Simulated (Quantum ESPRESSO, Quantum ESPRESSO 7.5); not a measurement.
## Pb(111), 5 layers: vacuum convergence

Which setting serves for Pb(111), 5 layers? The runs below step through one kind of setting.

Main program and level: Quantum ESPRESSO 7.5; plane-wave DFT, PBE, GBRV ultrasoft pseudopotentials.

### 1. The structure

The cell holds 5 atoms: 5 Pb. Cell: a = 3.500 Å, b = 3.500 Å, c = 35.432 Å, α = 90.0°, β = 90.0°, γ = 60.0°. It derives from Pb. Vacuum lies along c.

Structure file:

```cif
data_structure
_symmetry_space_group_name_H-M 'P 1'
_symmetry_Int_Tables_number 1
_cell_length_a 3.5002
_cell_length_b 3.5002
_cell_length_c 35.4315
_cell_angle_alpha 90.000
_cell_angle_beta 90.000
_cell_angle_gamma 60.000
_cell_volume 375.92
loop_
_atom_site_label
_atom_site_type_symbol
_atom_site_fract_x
_atom_site_fract_y
_atom_site_fract_z
_atom_site_occupancy
Pb1 Pb 0.66667 0.66667 0.33868 1
Pb2 Pb 0.00000 0.00000 0.41934 1
Pb3 Pb 0.33333 0.33333 0.50000 1
Pb4 Pb 0.66667 0.66667 0.58066 1
Pb5 Pb 0.00000 0.00000 0.66132 1
```

### 2. Ground state: 24 Å of vacuum

The first run is the reference of the series.

Contents of c0.in:

```
&control
  prefix = 'c0'
  outdir = './out'
  pseudo_dir = './pseudo'
  calculation = 'scf'
  tprnfor = .true.
/
&system
  ibrav = 0
  nat = 5
  ntyp = 1
  ecutwfc = 40
  ecutrho = 200
  occupations = 'smearing'
  smearing = 'mv'
  degauss = 0.02
/
&electrons
  conv_thr = 1e-07
  mixing_beta = 0.4
  electron_maxstep = 120
  mixing_mode = 'local-TF'
/
ATOMIC_SPECIES
  Pb  207.2000  pb_pbe_v1.uspp.F.UPF
CELL_PARAMETERS angstrom
  3.50017856687341 0.00000000000000 0.00000000000000
  1.75008928343671 3.03124355669418 0.00000000000000
  0.00000000000000 0.00000000000000 35.43153532995459
ATOMIC_POSITIONS crystal
  Pb  0.666666666700 0.666666666700 0.338681343844
  Pb  0.000000000000 0.000000000000 0.419340671922
  Pb  0.333333333300 0.333333333300 0.500000000000
  Pb  0.666666666700 0.666666666700 0.580659328078
  Pb  0.000000000000 0.000000000000 0.661318656156
K_POINTS automatic
  12 12 1 0 0 0
```

On the command line:

```bash
$ OMP_NUM_THREADS=1 mpirun -n 4 pw.x -nk 4 -in c0.in > c0.out
```

Output:

```text
Program PWSCF v.7.5 starts
[citation notice left out]

     Parallel version (MPI & OpenMP), running on       4 processor cores
     Number of MPI processes:                 4
     Threads/MPI process:                     1

     MPI processes distributed on     1 nodes
[...]
Current dimensions of program PWSCF are:
     Max number of different atomic species (ntypx) = 10
     Max number of k-points (npk) =  40000
     Max angular momentum in pseudopotentials (lmaxx) =  4
     Message from routine setup:
     using ibrav=0 with symmetry is DISCOURAGED, use correct ibrav instead

     K-points division:     npool     =       4
     Subspace diagonalization in iterative solution of the eigenvalue problem:
     a serial algorithm will be used

     G-vector sticks info
     --------------------
     sticks:   dense  smooth     PW     G-vecs:    dense   smooth      PW
     Sum         595     475    151               121015    86519   15121

     Using Slab Decomposition

     bravais-lattice index     =            0
     lattice parameter (alat)  =       6.6144  a.u.
     unit-cell volume          =    2536.8665 (a.u.)^3
     number of atoms/cell      =            5
     number of atomic types    =            1
     number of electrons       =        70.00
     number of Kohn-Sham states=           42
     kinetic-energy cutoff     =      40.0000  Ry
     charge density cutoff     =     200.0000  Ry
     scf convergence threshold =      1.0E-07
     mixing beta               =       0.4000
     number of iterations used =            8  local-TF  mixing
     Exchange-correlation= SLA  PW   PBE  PBE
                           (   1   4   3   4   0   0   0)

     celldm(1)=   6.614379  celldm(2)=   0.000000  celldm(3)=   0.000000
     celldm(4)=   0.000000  celldm(5)=   0.000000  celldm(6)=   0.000000

     crystal axes: (cart. coord. in units of alat)
               a(1) = (   1.000000   0.000000   0.000000 )
               a(2) = (   0.500000   0.866025   0.000000 )
               a(3) = (   0.000000   0.000000  10.122779 )

     reciprocal axes: (cart. coord. in units 2 pi/alat)
               b(1) = (  1.000000 -0.577350  0.000000 )
               b(2) = (  0.000000  1.154701  0.000000 )
               b(3) = (  0.000000  0.000000  0.098787 )

     PseudoPot. # 1 for Pb read from file:
     ./pseudo/pb_pbe_v1.uspp.F.UPF
     Pseudo is Ultrasoft + core correction, Zval = 14.0
     Generated by new atomic code, or converted to UPF format
     Using radial grid of  899 points,  6 beta functions with:
                l(1) =   0
                l(2) =   0
                l(3) =   1
                l(4) =   1
                l(5) =   2
                l(6) =   2
     Q(r) pseudized with  6 coefficients,  rinner =    1.000   1.000   1.000
                                                       1.000   1.000

     atomic species   valence    mass     pseudopotential
     Pb               14.00   207.20000     Pb( 1.00)

     12 Sym. Ops., with inversion, found ( 6 have fractional translation)

   Cartesian axes

     site n.     atom                  positions (alat units)
         1        Pb     tau(   1) = (   1.0000000   0.5773503   3.4283965  )
         2        Pb     tau(   2) = (   0.0000000   0.0000000   4.2448931  )
         3        Pb     tau(   3) = (   0.5000000   0.2886751   5.0613897  )
         4        Pb     tau(   4) = (   1.0000000   0.5773503   5.8778863  )
         5        Pb     tau(   5) = (   0.0000000   0.0000000   6.6943828  )

     number of k points=    19  Marzari-Vanderbilt smearing, width (Ry)=  0.0200
                       cart. coord. in units 2pi/alat
        k(    1) = (   0.0000000   0.0000000   0.0000000), wk =   0.0138889
        k(    2) = (   0.0000000   0.0962250   0.0000000), wk =   0.0833333
        k(    3) = (   0.0000000   0.1924501   0.0000000), wk =   0.0833333
        k(    4) = (   0.0000000   0.2886751   0.0000000), wk =   0.0833333
        k(    5) = (   0.0000000   0.3849002   0.0000000), wk =   0.0833333
        k(    6) = (   0.0000000   0.4811252   0.0000000), wk =   0.0833333
        k(    7) = (   0.0000000  -0.5773503   0.0000000), wk =   0.0416667
        k(    8) = (   0.0833333   0.1443376   0.0000000), wk =   0.0833333
        k(    9) = (   0.0833333   0.2405626   0.0000000), wk =   0.1666667
        k(   10) = (   0.0833333   0.3367877   0.0000000), wk =   0.1666667
[...]
k(   19) = (   0.3333333  -0.5773503   0.0000000), wk =   0.0277778

     Dense  grid:   121015 G-vectors     FFT dimensions: (  30,  30, 320)

     Smooth grid:    86519 G-vectors     FFT dimensions: (  27,  27, 270)

     Estimated max dynamical RAM per process >     220.33 MB

     Estimated total dynamical RAM >     792.69 MB

     Check: negative core charge=   -0.000006

     Initial potential from superposition of free atoms

     starting charge      69.9882, renormalised to      70.0000

     negative rho (up, down):  8.833E-02 0.000E+00
     Starting wfcs are   45 randomized atomic wfcs

     total cpu time spent up to now is        2.4 secs

     per-process dynamical memory:   111.3 Mb

     Self-consistent Calculation

     iteration #  1     ecut=    40.00 Ry     beta= 0.40
     Davidson diagonalization with overlap
     ethr =  1.00E-02,  avg # of iterations =  2.9

     Threshold (ethr) on eigenvalues was too large:
     Diagonalizing with lowered threshold

     Davidson diagonalization with overlap
     ethr =  9.27E-05,  avg # of iterations =  5.6

     negative rho (up, down):  8.716E-02 0.000E+00

     total cpu time spent up to now is       14.7 secs

     total energy              =    -820.75924349 Ry
     estimated scf accuracy    <       0.07639633 Ry

     iteration #  2     ecut=    40.00 Ry     beta= 0.40
[...]
negative rho (up, down):  8.603E-02 0.000E+00

[...]
total energy              =    -820.74968355 Ry
     estimated scf accuracy    <       0.04828622 Ry

     iteration #  3     ecut=    40.00 Ry     beta= 0.40
[...]
negative rho (up, down):  8.677E-02 0.000E+00

[...]
total energy              =    -820.75360085 Ry
     estimated scf accuracy    <       0.00257410 Ry

     iteration #  4     ecut=    40.00 Ry     beta= 0.40
[...]
negative rho (up, down):  8.708E-02 0.000E+00

[...]
total energy              =    -820.75345929 Ry
     estimated scf accuracy    <       0.00229260 Ry

     iteration #  5     ecut=    40.00 Ry     beta= 0.40
[...]
negative rho (up, down):  8.561E-02 0.000E+00

[...]
total energy              =    -820.75352969 Ry
     estimated scf accuracy    <       0.00099066 Ry

     iteration #  6     ecut=    40.00 Ry     beta= 0.40
[...]
negative rho (up, down):  8.667E-02 0.000E+00

[...]
total energy              =    -820.75345920 Ry
     estimated scf accuracy    <       0.00061590 Ry

     iteration #  7     ecut=    40.00 Ry     beta= 0.40
[...]
c_bands:  1 eigenvalues not converged
[...]
negative rho (up, down):  9.532E-02 0.000E+00

[...]
total energy              =    -820.75354844 Ry
     estimated scf accuracy    <       0.00045259 Ry

     iteration #  8     ecut=    40.00 Ry     beta= 0.40
[...]
negative rho (up, down):  9.426E-02 0.000E+00

[...]
total energy              =    -820.75356836 Ry
     estimated scf accuracy    <       0.00012848 Ry

     iteration #  9     ecut=    40.00 Ry     beta= 0.40
[...]
negative rho (up, down):  9.143E-02 0.000E+00

[...]
total energy              =    -820.75357256 Ry
     estimated scf accuracy    <       0.00006647 Ry

     iteration # 10     ecut=    40.00 Ry     beta= 0.40
[...]
negative rho (up, down):  9.075E-02 0.000E+00

[...]
total energy              =    -820.75357399 Ry
     estimated scf accuracy    <       0.00000903 Ry

     iteration # 11     ecut=    40.00 Ry     beta= 0.40
[...]
negative rho (up, down):  9.115E-02 0.000E+00

[...]
total energy              =    -820.75357925 Ry
     estimated scf accuracy    <       0.00000321 Ry

     iteration # 12     ecut=    40.00 Ry     beta= 0.40
[...]
negative rho (up, down):  9.101E-02 0.000E+00

[...]
total energy              =    -820.75358115 Ry
     estimated scf accuracy    <       0.00000019 Ry

     iteration # 13     ecut=    40.00 Ry     beta= 0.40
[...]
negative rho (up, down):  9.091E-02 0.000E+00

[...]
End of self-consistent calculation

          k = 0.0000 0.0000 0.0000 ( 10923 PWs)   bands (ev):

   -14.7949 -14.7794 -14.7787 -14.7595 -14.7595 -14.7143 -14.7143 -14.7141
   -14.7141 -14.7137 -14.7118 -14.7085 -14.7085 -14.6847 -14.6847 -14.6047
   -14.6047 -14.5981 -14.5981 -14.5946 -14.5946 -14.5031 -14.5031 -14.4721
   -14.4721  -9.2614  -8.7821  -8.0636  -7.1002  -6.1946  -1.2972   0.1861
     2.1469   4.2285   5.4511   5.5827   6.1206   6.2276   7.2654   7.3514
     8.0393   8.0393

          k = 0.0000 0.0962 0.0000 ( 10941 PWs)   bands (ev):

   -14.7893 -14.7730 -14.7722 -14.7628 -14.7446 -14.7232 -14.7216 -14.7132
   -14.7025 -14.7007 -14.6984 -14.6977 -14.6944 -14.6806 -14.6713 -14.6179
   -14.6122 -14.6019 -14.5960 -14.5940 -14.5904 -14.5105 -14.5029 -14.4833
   -14.4714  -9.1427  -8.6643  -7.9490  -6.9927  -6.0985  -1.1638   0.3014
     2.2373   4.2946   5.5481   5.6916   6.2120   6.3180   6.7141   7.1081
     7.3381   7.3766

          k = 0.0000 0.1925 0.0000 ( 10895 PWs)   bands (ev):

   -14.8029 -14.7732 -14.7700 -14.7499 -14.7231 -14.7160 -14.7138 -14.7088
   -14.6994 -14.6903 -14.6780 -14.6623 -14.6594 -14.6522 -14.6418 -14.6386
   -14.6171 -14.6079 -14.5880 -14.5845 -14.5747 -14.5269 -14.5108 -14.5030
   -14.4695  -8.7868  -8.3120  -7.6073  -6.6735  -5.8147  -0.7734   0.6292
     2.4495   4.1908   4.6068   5.1179   5.4276   5.8957   6.0503   6.3023
     6.4922   6.6891

          k = 0.0000 0.2887 0.0000 ( 10848 PWs)   bands (ev):

   -14.8333 -14.7946 -14.7863 -14.7444 -14.7368 -14.7219 -14.7021 -14.6954
   -14.6912 -14.6848 -14.6645 -14.6547 -14.6491 -14.6299 -14.6178 -14.5924
   -14.5907 -14.5764 -14.5497 -14.5454 -14.5450 -14.5368 -14.5250 -14.5030
   -14.4668  -8.1977  -7.7317  -7.0493  -6.1596  -5.3679  -0.1678   1.0455
     1.9902   2.6398   3.0248   3.4905   4.2493   4.6661   5.5020   5.8109
     6.3315   6.4716

          k = 0.0000 0.3849 0.0000 ( 10810 PWs)   bands (ev):

   -14.8639 -14.8184 -14.8063 -14.7680 -14.7499 -14.7445 -14.7146 -14.7082
   -14.7043 -14.6966 -14.6663 -14.6551 -14.6243 -14.6226 -14.5705 -14.5581
   -14.5367 -14.5311 -14.5298 -14.5147 -14.5018 -14.4926 -14.4911 -14.4834
   -14.4599  -7.3962  -6.9511  -6.3162  -5.5149  -4.8505   0.1721   0.3343
     0.7792   1.3558   1.6998   2.6784   2.7513   4.2159   5.1408   5.5154
     5.6762   6.4382

          k = 0.0000 0.4811 0.0000 ( 10834 PWs)   bands (ev):

   -14.8861 -14.8350 -14.8214 -14.7969 -14.7576 -14.7552 -14.7402 -14.7193
   -14.7167 -14.7137 -14.6818 -14.6620 -14.6261 -14.5913 -14.5459 -14.5287
   -14.5141 -14.4989 -14.4922 -14.4887 -14.4782 -14.4689 -14.4535 -14.4403
   -14.4346  -6.4565  -6.0713  -5.5653  -4.9705  -4.5288  -1.1172  -0.5009
    -0.3126   0.2886   1.0111   2.0831   3.3027   4.2699   4.7155   5.0656
     5.2577   6.0269

[...]
the Fermi energy is     2.4042 ev

!    total energy              =    -820.75358217 Ry
     estimated scf accuracy    <       0.00000003 Ry
     smearing contrib. (-TS)   =      -0.00121864 Ry
     internal energy E=F+TS    =    -820.75236353 Ry

     The total energy is F=E-TS. E is the sum of the following terms:
     one-electron contribution =   -6741.49770270 Ry
     hartree contribution      =    3401.55259722 Ry
     xc contribution           =    -316.88170750 Ry
     ewald contribution        =    2836.07444945 Ry

     convergence has been achieved in  13 iterations

     negative rho (up, down):  9.091E-02 0.000E+00

     Forces acting on atoms (cartesian axes, Ry/au):

     atom    1 type  1   force =     0.00000000    0.00000000    0.00153532
     atom    2 type  1   force =     0.00000000    0.00000000   -0.00820530
     atom    3 type  1   force =     0.00000000    0.00000000    0.00000000
     atom    4 type  1   force =     0.00000000    0.00000000    0.00820530
     atom    5 type  1   force =     0.00000000    0.00000000   -0.00153532

     Total force =     0.011805     Total SCF correction =     0.000502

[...]
=------------------------------------------------------------------------------=
   JOB DONE.
=------------------------------------------------------------------------------=
```

Run time: 1.7 min. Hardware: 4 MPI ranks of Arm Neoverse V1, shared host; peak memory 0.91 GiB; 6.7 min of CPU time.

Numbers from this step:

```
free energy  : -11166.9214 eV
Fermi energy : 2.404 eV
```

The program's own clock; routines nest. Time by routine:

```
     routine  wall time (s)  calls
       PWSCF          99.65      1
   electrons          96.45      1
     c_bands          72.87     14
     cegterg          66.72     70
       h_psi          50.08    526
        fftw          47.41  19700
    vloc_psi          42.59    526
    sum_band          11.72     14
     mix_rho           8.54     14
        ffts           5.63   1504
      calbec           5.08    616
  add_vuspsi           3.72    526
       s_psi           3.65    526
h_psi:calbec            3.6    526
```

The run needed 13 iterations to bring the estimated error under 1e-07 Ry; the largest force on any atom, held or free, is 0.21 eV/Å.

### 3. Electrostatic potential

The vacuum level is read from the electrostatic potential (plot_num = 11), averaged over planes.

Contents of c0.pot.in:

```
&inputpp
  prefix = 'c0'
  outdir = './out'
  filplot = 'c0.pot.dat'
  plot_num = 11
/
```

On the command line:

```bash
$ OMP_NUM_THREADS=1 mpirun -n 4 pp.x -in c0.pot.in > c0.pot.out
```

Output:

```text
[banner, memory and clock lines left out]
Program POST-PROC v.7.5 starts

          URL

     ./out/c0.save/

     IMPORTANT: XC functional enforced from input :
     Exchange-correlation= PBE
                           (   1   4   3   4   0   0   0)
     Any further DFT definition will be discarded
     Please, verify this is what you really want

     Check: negative core charge=   -0.000006

     negative rho (up, down):  9.091E-02 0.000E+00

     Calling punch_plot, plot_num =  11
     Writing data to file  c0.pot.dat
     Message from routine chdens:
     namelist plot not found or invalid, exiting
```

Run time: 1 s. Hardware: 4 MPI ranks; peak memory 0.13 GiB; 3.7 s of CPU time.

Numbers from this step:

| Property | Result |
| --- | --- |
| potential in the middle of the vacuum, over the Fermi level | 3.667 eV |

The potential energy, planar mean oscillates, so the rows of the table below give means over windows of 2.88 Å about each position, cut where the curve ends. Its maxima inside the range that stand out by 2 % of the span (Å: eV): 13.4: 1.12, 16.3: 1.06, 19.2: 1.06, 22.0: 1.12. Its minima: 12.0: -16.2, 14.8: -16.2, 17.7: -16.3, 20.6: -16.2, 23.5: -16.2.

Electrostatic potential energy of an electron; zero at the Fermi level. The potential energy, planar mean by z; means over each step:

```
z (Å)  potential energy, planar mean (eV)
 1.44                                3.67
 4.32                                3.67
 7.20                                3.66
10.08                                1.42
12.96                               -6.66
15.84                               -6.72
18.72                               -6.74
21.60                               -6.69
24.48                               -4.06
27.36                                3.65
30.24                                3.67
33.12                                3.67
```

Inside the slab this potential holds the local part of the pseudopotentials, which can be repulsive at the nuclei; only its value in the vacuum has a meaning of its own.

### 4. SCF with pw.x: 18 Å of vacuum

Contents of c2.in:

```
&control
  prefix = 'c2'
  outdir = './out'
  pseudo_dir = './pseudo'
  calculation = 'scf'
  tprnfor = .true.
/
&system
  ibrav = 0
  nat = 5
  ntyp = 1
  ecutwfc = 40
  ecutrho = 200
  occupations = 'smearing'
  smearing = 'mv'
  degauss = 0.02
/
&electrons
  conv_thr = 1e-07
  mixing_beta = 0.4
  electron_maxstep = 120
  mixing_mode = 'local-TF'
/
ATOMIC_SPECIES
  Pb  207.2000  pb_pbe_v1.uspp.F.UPF
CELL_PARAMETERS angstrom
  3.50017856687341 0.00000000000000 0.00000000000000
  1.75008928343671 3.03124355669418 0.00000000000000
  0.00000000000000 0.00000000000000 29.43153532995459
ATOMIC_POSITIONS crystal
  Pb  0.666666666700 0.666666666700 0.305794444602
  Pb  0.000000000000 0.000000000000 0.402897222301
  Pb  0.333333333300 0.333333333300 0.500000000000
  Pb  0.666666666700 0.666666666700 0.597102777699
  Pb  0.000000000000 0.000000000000 0.694205555398
K_POINTS automatic
  12 12 1 0 0 0
```

On the command line:

```bash
$ OMP_NUM_THREADS=1 mpirun -n 4 pw.x -nk 4 -in c2.in > c2.out
```

Output:

```text
[banner, memory and clock lines left out]
Program PWSCF v.7.5 starts
[...]
Message from routine setup:
[...]
number of electrons       =        70.00
     number of Kohn-Sham states=           42
     kinetic-energy cutoff     =      40.0000  Ry
     charge density cutoff     =     200.0000  Ry
[...]
number of k points=    19  Marzari-Vanderbilt smearing, width (Ry)=  0.0200
[...]
Dense  grid:   100589 G-vectors     FFT dimensions: (  30,  30, 256)
[...]
negative rho (up, down):  8.516E-02 0.000E+00
     Starting wfcs are   45 randomized atomic wfcs
[...]
negative rho (up, down):  8.396E-02 0.000E+00
[...]
estimated scf accuracy    <       0.07634877 Ry
[...]
negative rho (up, down):  8.310E-02 0.000E+00
[...]
estimated scf accuracy    <       0.04822443 Ry
[...]
negative rho (up, down):  8.410E-02 0.000E+00
[...]
estimated scf accuracy    <       0.00255560 Ry
[...]
negative rho (up, down):  8.486E-02 0.000E+00
[...]
estimated scf accuracy    <       0.00227738 Ry
[...]
negative rho (up, down):  8.349E-02 0.000E+00
[...]
estimated scf accuracy    <       0.00089830 Ry
[...]
negative rho (up, down):  8.444E-02 0.000E+00
[...]
estimated scf accuracy    <       0.00046985 Ry
[...]
negative rho (up, down):  8.960E-02 0.000E+00
[...]
estimated scf accuracy    <       0.00023618 Ry
[...]
negative rho (up, down):  8.932E-02 0.000E+00
[...]
estimated scf accuracy    <       0.00002693 Ry
[...]
negative rho (up, down):  8.778E-02 0.000E+00
[...]
estimated scf accuracy    <       0.00001006 Ry
[...]
negative rho (up, down):  8.767E-02 0.000E+00
[...]
estimated scf accuracy    <       0.00000062 Ry
[...]
negative rho (up, down):  8.779E-02 0.000E+00
[...]
estimated scf accuracy    <       0.00000015 Ry
[...]
negative rho (up, down):  8.783E-02 0.000E+00
[...]
the Fermi energy is     3.6407 ev
!    total energy              =    -820.75358638 Ry
     estimated scf accuracy    <       0.00000004 Ry
     smearing contrib. (-TS)   =      -0.00121832 Ry
     internal energy E=F+TS    =    -820.75236806 Ry
[...]
one-electron contribution =   -4254.04741773 Ry
     hartree contribution      =    2161.01454616 Ry
     xc contribution           =    -316.88124357 Ry
     ewald contribution        =    1589.16174708 Ry
     convergence has been achieved in  12 iterations
     negative rho (up, down):  8.783E-02 0.000E+00
[...]
Total force =     0.011990     Total SCF correction =     0.000942
[...]
```

Elapsed: 76 s, on 4 MPI ranks; peak memory 0.72 GiB.

Numbers from this step:

```
Fermi energy : 3.641 eV
```

The program's own clock; routines nest. Time by routine:

```
     routine  wall time (s)  calls
       PWSCF          75.53      1
   electrons          72.92      1
     c_bands          55.87     13
     cegterg           49.9     65
       h_psi          36.26    470
        fftw          33.19  18042
    vloc_psi          30.13    470
    sum_band           8.46     13
     mix_rho           6.19     13
      calbec           4.21    555
        ffts           3.88   1379
  add_vuspsi           3.04    470
       s_psi           2.99    470
h_psi:calbec           2.94    470
```

### 5. Potential by pp.x

Contents of c2.pot.in:

```
&inputpp
  prefix = 'c2'
  outdir = './out'
  filplot = 'c2.pot.dat'
  plot_num = 11
/
```

On the command line:

```bash
$ OMP_NUM_THREADS=1 mpirun -n 4 pp.x -in c2.pot.in > c2.pot.out
```

Wall time 0.94 s (4 MPI ranks); peak memory 0.11 GiB; 3.4 s of CPU time.

Counted from each run's own zero (the Fermi level), the vacuum level differs from the first run's by -0 meV.

(Part 1 of 2 ends here.)

[Logs are printed without paths, hosts, clocks, repeated set-up lines and the standing remarks that a program may print on its own settings, such as how far it seeks lower states.]

[Hosts, paths, dates, database ids (printed as entryN), source tags and the programs' standing remarks are cut or masked in the printed files.]

[Maps of the electrostatic potential energy from Ansatz leave out the sawtooth potential of an applied field or a dipole correction, so their vacuum need not be flat; planar profiles and work functions include it.]
